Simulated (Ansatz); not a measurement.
## (GaP)1(GaAs)3 [001] superlattice, started as zinc blende: the cell at rest

Aim: bring (GaP)1(GaAs)3 [001] superlattice, started as zinc blende to small forces and stress, as phonons need.

Program: Ansatz 0.2.0. Level of theory: DFT PBEsol, scalar-relativistic, plane waves, PAW. Results are calculated unless marked as measured.

The structure was built from a prototype and need not be the compound's stable phase.

## (1) Starting point

Symmetry: P-4m2, No. 115, tetragonal system. The conventional cell has a = 3.960 Å, b = 3.960 Å, c = 11.200 Å, α = 90.00°, β = 90.00°, γ = 90.00°. Nearest to As lie 4 Ga at 2.42 Å. Nearest to Ga lie 2 As at 2.42 Å and 2 P at 2.42 Å. Ga has 4 As at 2.42 Å nearest. Nearest to P lie 4 Ga at 2.42 Å. Farther neighbours are not listed.

## (2) Probe on a coarse mesh

A quick single point on a coarse mesh tells whether the cell has a gap and how far it is from rest, which sets the k mesh and smearing that follow.

input.yaml

```yaml
crystal:
  lattice:
    - [2.8, 2.8, 0.0]
    - [-2.8, 2.8, 0.0]
    - [0.0, 0.0, 11.2]
  atoms:
    - { symbol: As, position: [1.0, 0.5, 0.375] }
    - { symbol: As, position: [0.5, 1.0, 0.625] }
    - { symbol: As, position: [1.0, 0.5, 0.875] }
    - { symbol: Ga, position: [0.0, 0.0, 0.0] }
    - { symbol: Ga, position: [0.5, 0.5, 0.25] }
    - { symbol: Ga, position: [0.0, 0.0, 0.5] }
    - { symbol: Ga, position: [0.5, 0.5, 0.75] }
    - { symbol: P, position: [0.5, 1.0, 0.125] }
kpoints:
  mp_grid: { grid: [4, 4, 2] }
hamiltonian:
  xc: pbesol
scf:
  occupations: { method: gaussian, width: 0.1 }
output:
  forces: true
  stress: true
  eigenvalues: true
```

On the command line:

```
ansatz run input.yaml --threads 8 --pin off --max-ram 14336MiB --backend cpu --events-out ev --progress --plain --runs-dir out
```

Numbers of over 12 decimals in the logs are rounded to 6 here.

The log of the run:

```text
Engine: ansatz 0.2.0, aarch64-unknown-linux-gnu
Pseudopotentials: kind: paw
Pseudopotential: As, paw, valence charge 15, recommended cutoff 420 eV (normal), As.paw.azcp
Pseudopotential: Ga, paw, valence charge 13, recommended cutoff 420 eV (normal), Ga.paw.azcp
Pseudopotential: P, paw, valence charge 5, recommended cutoff 420 eV (normal), P.paw.azcp
Functional definition: PBEsol
  exchange = pbesol_x
[...]
k-point 0: bands = [... 47 lower, 6.1644, 7.8442, 7.8564, 7.8564, 8.6151, 9.2349, 9.4590, 9.7655, ... 6 higher]
  k-point 1: bands = [... 47 lower, 7.1424, 7.1424, 7.2359, 7.2359, 9.2327, 9.2692, 10.0458, 10.1249, ... 6 higher]
  k-point 2: bands = [... 47 lower, 6.3727, 6.4304, 6.4671, 7.5788, 9.7659, 10.1218, 10.1865, 10.2842, ... 6 higher]
  k-point 11: bands = [... 47 lower, 4.7141, 4.7415, 4.7550, 4.7851, 10.2920, 10.3740, 10.3780, 10.3802, ... 6 higher]
[key lines of the parts left out:]
SCF converged after 8 iterations
Free energy (F): -30154.285645 eV
Fermi energy:    8.241242 eV
P = ⅓ Tr σ = 0.2994 GPa (2.994 kbar)
```

It took 1.5 s on 8 threads of Arm Neoverse V2, shared host; peak memory 0.67 GiB.

A gap read on the k-mesh alone can miss the band edges.

Numbers from this step:

```yaml
pressure: 0.2994 GPa
volume_per_atom: 21.95 Å³
gap_on_the_k_mesh: 0.7587 eV
direct_gap_on_mesh: 0.7587 eV
```

The coarse mesh shows a gap of 0.76 eV and a pressure of 0.3 GPa.

## (3) Rough relaxation

A rough relaxation comes first, because large forces or stress need no tight tolerances yet.

Changes to input.yaml since step 2:

```diff
@@ -15,3 +15,3 @@
 kpoints:
-  mp_grid: { grid: [4, 4, 2] }
+  mp_grid: { grid: [6, 6, 2] }
 hamiltonian:
@@ -24 +24,6 @@
   eigenvalues: true
+relax:
+  adjacent_minimum: "off"
+  f_tol: 0.05
+  max_steps: 80
+  cell: { stress_tol: 0.5 }
```

The log of the run:

```text
[...]
Crystal: 8 atoms, lattice volume = 175.616 Å³
Basis set: ecut = 420 eV, 3413 PW (Γ), exchange–correlation on 54×54×150 points (8 copies of the dense FFT grid, shifted against one another)
Bands: 62, of which v1, the nominal top of the filled ones, is band 51 counted from 1 (50 counted from 0)
Symmetry: 8 space group operations
[...]
k-points: 20 of 72
[...]
- [0, 0, 11.184304]
  atoms:
    - { symbol: As, position: [1.000000, 0.500000, 0.370506] }
    - { symbol: As, position: [0.500000, 1.000000, 0.625000] }
    - { symbol: As, position: [1.000000, 0.500000, 0.879494] }
    - { symbol: Ga, position: [0, 0, 0.00670541] }
    - { symbol: Ga, position: [0.500000, 0.500000, 0.243295] }
    - { symbol: Ga, position: [0, 0, 0.497681] }
    - { symbol: Ga, position: [0.500000, 0.500000, 0.752319] }
    - { symbol: P, position: [0.500000, 1.000000, 0.125000] }
[key lines of the parts left out:]
SCF converged after 4 iterations
Free energy (F): -30154.556678 eV
Fermi energy:    8.202740 eV
P = ⅓ Tr σ = -0.0227 GPa (-0.227 kbar)
```

Run time: 11 s. Hardware: 8 threads; peak memory 0.83 GiB; 83 s of CPU time.

Relaxation path:

| step | energy less that of the first step (eV) | largest force component (eV/Å) | pressure (GPa) | volume (Å³) |
| --- | --- | --- | --- | --- |
| 1 | 0.0000 | 0.6912 | 0.21 | 175.62 |
| 2 | -0.0543 | 0.0573 | -0.08 | 176.03 |
| 3 | -0.0552 | 0.0072 | -0.02 | 175.90 |
| 4* | -0.0553 | 0.0072 | -0.02 | 175.90 |

Relaxation steps marked * repeat the geometry before them on a plane-wave basis chosen anew for their cell, so energy and pressure can jump there.

The run keeps the 8 symmetry operations that it works with, so distortions that break them were not tested.

| conventional cell, symmetrised | before | after | change |
| --- | --- | --- | --- |
| a (Å) | 3.960 | 3.966 | +0.1 % |
| b (Å) | 3.960 | 3.966 | +0.1 % |
| c (Å) | 11.200 | 11.184 | -0.1 % |
| volume (Å³/atom) | 21.95 | 21.99 | +0.2 % |

The atoms that moved most (Å, as changes of fractional coordinates times the final cell):

| atom | dx | dy | dz | length |
| --- | --- | --- | --- | --- |
| Ga5 | 0.000 | 0.000 | -0.075 | 0.075 |
| Ga4 | 0.000 | 0.000 | 0.075 | 0.075 |
| As1 | 0.000 | 0.000 | -0.050 | 0.050 |
| As3 | 0.000 | 0.000 | 0.050 | 0.050 |
| Ga6 | 0.000 | 0.000 | -0.026 | 0.026 |
| Ga7 | 0.000 | 0.000 | 0.026 | 0.026 |

Numbers from this step:

- pressure: -0.02267 GPa
- volume per atom: 21.99 Å³
- gap on the k-mesh: 0.7280 eV
- direct gap on mesh: 0.7280 eV

In this step the volume went from 21.95 to 21.99 Å³/atom.

## (4) Bringing the structure to rest

Harmonic phonons are second derivatives at a point where the forces vanish, and they are wanted at zero stress, so atoms and cell are relaxed first.

input.yaml

```yaml
crystal:
  lattice:
    - [2.8041993952, 2.8041993952, 0.0]
    - [-2.8041993952, 2.8041993952, 0.0]
    - [0.0, 0.0, 11.1843040312]
  atoms:
    - { symbol: As, position: [1.0, 0.5, 0.3705058077] }
    - { symbol: As, position: [0.5, 1.0, 0.625] }
    - { symbol: As, position: [1.0, 0.5, 0.8794941923] }
    - { symbol: Ga, position: [0.0, 0.0, 0.0067054089] }
    - { symbol: Ga, position: [0.5, 0.5, 0.2432945911] }
    - { symbol: Ga, position: [0.0, 0.0, 0.4976814841] }
    - { symbol: Ga, position: [0.5, 0.5, 0.7523185159] }
    - { symbol: P, position: [0.5, 1.0, 0.125] }
kpoints:
  mp_grid: { grid: [6, 6, 2] }
hamiltonian:
  xc: pbesol
scf:
  occupations: { method: gaussian, width: 0.02 }
output:
  forces: true
  stress: true
  eigenvalues: true
  write_density: true
  write_potential: true
  elf: true
  volumetric_format: npy
relax:
  adjacent_minimum: "off"
  f_tol: 0.005
  max_steps: 80
  cell: { stress_tol: 0.05 }
```

The log of the run:

```text
[...]
Crystal: 8 atoms, lattice volume = 175.896 Å³
Basis set: ecut = 420 eV, 3413 PW (Γ), exchange–correlation on 54×54×150 points (8 copies of the dense FFT grid, shifted against one another)
Bands: 62, of which v1, the nominal top of the filled ones, is band 51 counted from 1 (50 counted from 0)
Symmetry: 8 space group operations
[...]
k-points: 20 of 72
[...]
SCF iter   1: F=—  HF=-30154.573435 eV  |F-HF|=—  |Δ(HF+E_count)|=         —  Δρ=3.50e-3  dr2=3.64e-2  ethr=1.77e-3  ⟨swp⟩=6.6  Hψ=4734  notcnv=0  defer=2
[...]
SCF iter   8: F=-30154.556678 eV  HF=-30154.556678 eV  |F-HF|=3.41e-9  |Δ(HF+E_count)|=   1.47e-7  Δρ=2.87e-6  dr2=1.98e-8  ethr=9.80e-11  ⟨swp⟩=14.8  Hψ=9497  notcnv=0
SCF 1 converged in 8 iterations: F = -30154.556678 eV  dr2 = 1.98e-8
[...]
relax step   1: F+E_penalty+E_count = -30154.55667798 eV  Δ(F+E_penalty+E_count) = +0.000e0 eV  max|allowed force component| = 7.256e-3 eV/Å  Δτ_max = 0.0000 Å  P = -0.023 GPa  Ω = 175.896 Å³  (8 SCF iters, dr2 threshold 1.00e-7 eV, accepted)
Crystal: 8 atoms, lattice volume = 175.850 Å³
[...]
SCF iter   4: F=-30154.556695 eV  HF=-30154.556695 eV  |F-HF|=9.82e-11  |Δ(HF+E_count)|=   7.70e-9  Δρ=1.01e-6  dr2=2.22e-9  ethr=3.23e-12  ⟨swp⟩=7.0  Hψ=8215  notcnv=0
SCF 2 converged in 4 iterations: F = -30154.556695 eV  dr2 = 2.22e-9
relax step   2: F+E_penalty+E_count = -30154.55669546 eV  Δ(F+E_penalty+E_count) = -1.748e-5 eV  max|allowed force component| = 8.872e-4 eV/Å  Δτ_max = 0.0006 Å  P = -0.004 GPa  Ω = 175.850 Å³  energy of the carried Pulay correction = +9.204e-6 eV  (4 SCF iters, dr2 threshold 3.29e-9 eV, accepted)
[...]
SCF iter   5: F=-30154.556687 eV  HF=-30154.556687 eV  |F-HF|=5.82e-11  |Δ(HF+E_count)|=  8.73e-11  Δρ=2.41e-7  dr2=4.85e-11  ethr=1.00e-12  ⟨swp⟩=7.2  Hψ=6215  notcnv=0
SCF 3 converged in 5 iterations: F = -30154.556687 eV  dr2 = 4.85e-11
relax step   3: F+E_penalty+E_count = -30154.55668678 eV  Δ(F+E_penalty+E_count) = +8.678e-6 eV  max|allowed force component| = 8.878e-4 eV/Å  Δτ_max = 0.0000 Å  P = -0.004 GPa  Ω = 175.850 Å³  stress off target by 3.80e-3 GPa  SCF on the basis re-selected at this cell (its energy is not comparable with the rows above)  (5 SCF iters)
basis re-selected at this cell: Δ(F+E_penalty+E_count) = +8.678e-6 eV, ΔP = -0.000 GPa vs the last step (what re-selecting the basis moved, of the pressure what is left beyond the Pulay correction that the steps carried, after the strain that the cell walked since its last selection, with what the two solves' SCF thresholds leave and, on support functions, any second-order correction that the steps lacked; it is no m [...]
SCF converged after 5 iterations
Free energy (F): -30154.556687 eV
[...]
Internal energy: -30154.556687 eV  (E = F + TS)
E sigma→0 (E₀):  -30154.556687 eV
Fermi energy:    8.202021 eV
[...]
--- Forces (eV/Å), atoms counted from 1 ---
  atom   1  As     0.00000000    -0.00000000     0.00019729
  atom   2  As     0.00000000     0.00000000     0.00000000
  atom   3  As     0.00000000     0.00000000    -0.00019729
  atom   4  Ga    -0.00000000    -0.00000000     0.00088780
  atom   5  Ga    -0.00000000     0.00000000    -0.00088780
  atom   6  Ga    -0.00000000     0.00000000    -0.00022561
  atom   7  Ga    -0.00000000    -0.00000000     0.00022561
  atom   8  P      0.00000000    -0.00000000     0.00000000
  max |Σ_I F_I| component: 1.01e-16 eV/Å
--- Stress (GPa, compression-positive) ---
       -0.003512      -0.000000      -0.000000
       -0.000000      -0.003512      -0.000000
       -0.000000      -0.000000      -0.003803
  P = ⅓ Tr σ = -0.0036 GPa (-0.036 kbar)
--- Band table (eV; the first three rows and the last of 20) ---
  k-point 0: bands = [... 47 lower, 6.2329, 7.8213, 7.8369, 7.8369, 8.5667, 9.1915, 9.2608, 9.7794, ... 7 higher]
  k-point 1: bands = [... 47 lower, 7.0671, 7.0671, 7.2707, 7.2707, 9.1026, 9.2249, 10.0115, 10.0992, ... 7 higher]
  k-point 2: bands = [... 47 lower, 6.1321, 6.3598, 7.1341, 7.7242, 9.4341, 9.8559, 10.2014, 10.4274, ... 7 higher]
  k-point 19: bands = [... 47 lower, 4.6897, 4.6957, 4.7902, 4.8104, 10.1610, 10.3109, 10.3682, 10.5368, ... 7 higher]
--- Relaxed structure (2 steps of the walk, 2 accepted, 1 SCFs on fresh bases) ---
[...]
cell:  # Å, volume = 175.8503 Å³
    - [2.803909, 2.803909, 0]
    - [-2.803909, 2.803909, 0]
    - [0, 0, 11.183692]
  atoms:
    - { symbol: As, position: [1.0, 0.5, 0.370556] }
    - { symbol: As, position: [0.5, 1.0, 0.625000] }
    - { symbol: As, position: [1.0, 0.5, 0.879444] }
    - { symbol: Ga, position: [0, 0, 0.00670052] }
    - { symbol: Ga, position: [0.5, 0.5, 0.243299] }
    - { symbol: Ga, position: [0, 0, 0.497673] }
    - { symbol: Ga, position: [0.5, 0.5, 0.752327] }
    - { symbol: P, position: [0.5, 1.0, 0.125000] }
```

Run time: 8.7 s. Hardware: 8 threads; peak memory 0.83 GiB; 65 s of CPU time.

Little changed from the start: no atom moved by 0.005 Å and no cell edge by 0.1 %.

This step gave:

* pressure: -0.003609 GPa
* gap on the k-mesh: 0.7298 eV
* volume per atom: 21.98 Å³
* direct gap on mesh: 0.7298 eV

ELF in the ac plane at fractional y = 0.000, with atoms of As and Ga and P within 0.2 Å of it. It is the smooth field of the valence electrons, not physical close to the nuclei.

Ten even steps from '0' (0.01) to '9' (0.88), each cell a mean:
```
01222222222220
22221000011222
22210000000122
10000000000000
00000000000000
00001334321000
00135667664200
01356655566521
23576422257752
33688532368753
12368776787532
10135666664310
00223322232210
22222100012222
22210000001122
11000000000011
00000000000000
00001234321000
00135788764200
01357765677521
23688400168752
23589831499843
11358998998421
10135777764210
```
Columns run along a (4.0 Å), rows up along c (11.2 Å). Atoms in or near the plane, at fractional coordinates: As at (0.50, 0.62), Ga at (0.00, 0.01), Ga at (0.00, 0.50), P at (0.50, 0.12).

Valence density in the ac plane at fractional y = 0.000, with atoms of As and Ga and P within 0.2 Å of it. It is the smooth field of the valence electrons, not physical close to the nuclei.

Ten steps, logarithmic in the rise over the least value, from '0' (0 e/Å³) to '9' (38 e/Å³), each cell a mean:
```
75210000000136
21100000000011
00000000000000
00000000000000
00000000000000
00000000000000
00000111110000
00001345421000
00012589742100
11112478642111
43211223221123
97311111111258
86310000000147
22100000000012
00000000000000
00000000000000
00000000000000
00000000000000
00000111100000
00001111111000
00011110121100
11112211122111
64211121211135
98411110111258
```
Columns run along a (4.0 Å), rows up along c (11.2 Å). Atoms in or near the plane, at fractional coordinates: As at (0.50, 0.62), Ga at (0.00, 0.01), Ga at (0.00, 0.50), P at (0.50, 0.12).

Electrostatic potential energy in the ac plane at fractional y = 0.000, with atoms of As and Ga and P within 0.2 Å of it. With pseudopotentials it is smooth inside the atoms' cores, unlike the true potential.

Ten even steps from '_' (-33 eV) to '@' (12 eV), each cell a mean:
```
--====##%%@@@@@@@@@@%%**==--
****##%%@@@@@@@@@@@@@@%%##**
@@@@@@@@@@@@@@@@@@@@@@@@@@@@
@@@@@@@@@@@@@@@@@@@@@@@@@@@@
@@@@@@@@@@@@@@@@@@@@@@@@@@@@
@@@@@@@@@@@@@@@@@@@@@@@@@@@@
@@@@@@@@@@%%######%%@@@@@@@@
@@@@@@%%##++**##**++##@@@@@@
@@@@@@##++##@@@@@@****%%@@@@
##%%%%##++**@@@@%%++**%%%%%%
====**####**++++****####++==
==--==**%%%%%%%%%%%%%%++--==
==--==**%%@@@@@@@@@@%%++==--
++++##%%@@@@@@@@@@@@@@%%**++
%%%%@@@@@@@@@@@@@@@@@@@@@@%%
@@@@@@@@@@@@@@@@@@@@@@@@@@@@
@@@@@@@@@@@@@@@@@@@@@@@@@@@@
@@@@@@@@@@@@@@@@@@@@@@@@@@@@
@@@@@@@@@@%%%%##%%%%@@@@@@@@
@@@@@@@@##==....::++%%@@@@@@
@@@@@@%%++________..**%%@@@@
####%%%%**..______::**%%%%##
====++##%%**====++##%%**====
==--==**%%@@@@@@@@%%%%++--==
```
Columns run along a (4.0 Å; values clipped at the 3rd and 97th percentile), rows up along c (11.2 Å). Atoms in or near the plane, at fractional coordinates: As at (0.50, 0.62), Ga at (0.00, 0.01), Ga at (0.00, 0.50), P at (0.50, 0.12).

In this step the volume went from 21.99 to 21.98 Å³/atom.

## (5) Relaxing to small forces for the phonons

Phonons need a cell at rest on their own settings, so the relaxation is repeated with tight tolerances on forces and stress, using the mesh and the filling of the phonon run that follows.

input.yaml

```yaml
crystal:
  lattice:
    - [2.8039091888, 2.8039091888, 0.0]
    - [-2.8039091888, 2.8039091888, 0.0]
    - [0.0, 0.0, 11.1836917657]
  atoms:
    - { symbol: As, position: [1.0, 0.5, 0.3705558199] }
    - { symbol: As, position: [0.5, 1.0, 0.625] }
    - { symbol: As, position: [1.0, 0.5, 0.8794441801] }
    - { symbol: Ga, position: [0.0, 0.0, 0.0067005239] }
    - { symbol: Ga, position: [0.5, 0.5, 0.2432994761] }
    - { symbol: Ga, position: [0.0, 0.0, 0.4976725942] }
    - { symbol: Ga, position: [0.5, 0.5, 0.7523274058] }
    - { symbol: P, position: [0.5, 1.0, 0.125] }
kpoints:
  mp_grid: { grid: [8, 8, 2] }
hamiltonian:
  xc: pbesol
scf:
  occupations: { method: fixed }
output:
  forces: true
  stress: true
  eigenvalues: true
relax:
  adjacent_minimum: "off"
  f_tol: 0.001
  max_steps: 60
  cell: { stress_tol: 0.01 }
```

The log of the run:

```text
[...]
Crystal: 8 atoms, lattice volume = 175.850 Å³
Basis set: ecut = 420 eV, 3413 PW (Γ), exchange–correlation on 54×54×150 points (8 copies of the dense FFT grid, shifted against one another)
Bands: 62, of which v1, the nominal top of the filled ones, is band 51 counted from 1 (50 counted from 0)
Symmetry: 8 space group operations
[...]
k-points: 30 of 128
[...]
- [-2.801445, 2.801445, 0]
    - [0, 0, 11.204069]
  atoms:
    - { symbol: As, position: [1.0, 0.5, 0.370558] }
    - { symbol: As, position: [0.5, 1.0, 0.625000] }
    - { symbol: As, position: [1.0, 0.5, 0.879442] }
    - { symbol: Ga, position: [0, 0, 0.00671244] }
    - { symbol: Ga, position: [0.500000, 0.500000, 0.243288] }
    - { symbol: Ga, position: [0, 0, 0.497667] }
    - { symbol: Ga, position: [0.500000, 0.500000, 0.752333] }
    - { symbol: P, position: [0.5, 1.0, 0.125000] }
[key lines of the parts left out:]
SCF converged after 6 iterations
Free energy (F): -30154.583681 eV
Fermi energy:    7.838578 eV
P = ⅓ Tr σ = -0.0002 GPa (-0.002 kbar)
```

Wall time 16 s (8 threads); peak memory 0.9 GiB; 2 min of CPU time.

Step by step:

| step | energy less that of the first step (eV) | largest force component (eV/Å) | pressure (GPa) | volume (Å³) |
| --- | --- | --- | --- | --- |
| 1 | 0.0000 | 0.0028 | 0.00 | 175.85 |
| 2 | -0.0002 | 0.0006 | 0.00 | 175.86 |
| 3 | -0.0002 | 0.0001 | 0.00 | 175.86 |
| 4* | -0.0002 | 0.0001 | 0.00 | 175.86 |

Relaxation steps marked * repeat the geometry before them on a plane-wave basis chosen anew for their cell, so energy and pressure can jump there.

Forces are held to the 8 operations that the run works with; a distortion that breaks them can't arise in this run.

| conventional cell, symmetrised | before | after | change |
| --- | --- | --- | --- |
| a (Å) | 3.965 | 3.962 | -0.1 % |
| b (Å) | 3.965 | 3.962 | -0.1 % |
| c (Å) | 11.184 | 11.204 | +0.2 % |
| volume (Å³/atom) | 21.98 | 21.98 | +0.0 % |

Final coordinates:

```cif
data_structure
_symmetry_space_group_name_H-M 'P 1'
_symmetry_Int_Tables_number 1
_cell_length_a 3.9618
_cell_length_b 3.9618
_cell_length_c 11.2041
_cell_angle_alpha 90.000
_cell_angle_beta 90.000
_cell_angle_gamma 90.000
_cell_volume 175.86
loop_
_atom_site_label
_atom_site_type_symbol
_atom_site_fract_x
_atom_site_fract_y
_atom_site_fract_z
_atom_site_occupancy
As1 As 0.00000 0.50000 0.37056 1
As2 As 0.50000 0.00000 0.62500 1
As3 As 0.00000 0.50000 0.87944 1
Ga4 Ga 0.00000 0.00000 0.00671 1
Ga5 Ga 0.50000 0.50000 0.24329 1
Ga6 Ga 0.00000 0.00000 0.49767 1
Ga7 Ga 0.50000 0.50000 0.75233 1
P8 P 0.50000 0.00000 0.12500 1
```

Numbers from this step:

* pressure: -2.41e-4 GPa
* gap on the k-mesh: 0.7255 eV
* direct gap on mesh: 0.7255 eV

The largest force component left is 0.13 meV/Å and the pressure is 0.000 GPa, within the tolerances set. The cell now holds 21.98 Å³/atom.

## (6) Results

| Item | Value |
| --- | --- |
| space group after relaxation (within 0.01 Å) | P-4m2 |
| lattice constant a | 3.962 Å |
| lattice constant b | 3.962 Å |
| lattice constant c | 11.204 Å |
| volume per atom | 22.0 Å³ |
| gap on the k-mesh | 0.725 eV |

What this shows: The largest force component left is 0.13 meV/Å and the pressure is 0.000 GPa, within the tolerances set. The cell now holds 21.98 Å³/atom. The relaxation keeps the symmetry of its start, so it says nothing on stability against lower symmetry. The starting cell was built on a prototype and not taken from a measurement, so the phase need not exist.

[Logs are printed without paths, hosts, clocks, repeated set-up lines and the standing remarks that a program may print on its own settings, such as how far it seeks lower states.]

[Hosts, paths, dates, database ids (printed as entryN), source tags and the programs' standing remarks are cut or masked in the printed files.]
